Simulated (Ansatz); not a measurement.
Rows from a G0W0 calculation on Al2InN3 (Cmc2_1) (Ansatz 0.2.0; G0W0 on PBE, plane waves, PAW; PAW set soft_1; 3×3×2 mesh, 362 empty bands, screening to 108 eV, PAW set soft_1 files), in eV. Spin-orbit coupling is left out.

```tsv
row	k	band	start	Σx	Σc at the solution	Vxc
A	Γ	c2	12.781	-10.145	-4.259	-15.170
B	Γ	v2	8.185	-21.615	3.227	-17.875
C	Γ	v3	8.177	-21.932	3.324	-18.104
D	Γ	v1	8.250	-21.875	3.375	-17.978
E	Γ	c1	10.540	-11.004	-3.463	-15.095
F	Γ	c3	13.513	-5.824	-4.222	-10.376
```

Q: Give the quasiparticle energies and the shift of each level.

The quasiparticle equation reads E = start + Σx + Σc(E) − Vxc.

```tsv
row	E (eV)	shift (eV)
A	13.547	+0.766
B	7.671	−0.514
C	7.672	−0.505
D	7.728	−0.522
E	11.168	+0.627
F	13.843	+0.330
```

The gap over the computed points goes from 2.29 eV to 3.44 eV.

Limits: not at the basis limit; no spin-orbit coupling; coarse k mesh.

[Paths, hosts, dates, memory and timing lines, banners, echoed tables and standing remarks are left out of the program output.]

[Logs are printed without paths, hosts, clocks, repeated set-up lines and the standing remarks that a program may print on its own settings, such as how far it seeks lower states.]

[Runs of the session that timed out or met a known fault of the program may be left out.]

[Cells called generated may have been cut or substituted from an entry of the Crystallography Open Database or the Materials Project.]

[Hosts, paths, dates, database ids (printed as entryN), source tags and the programs' standing remarks are cut or masked in the printed files.]
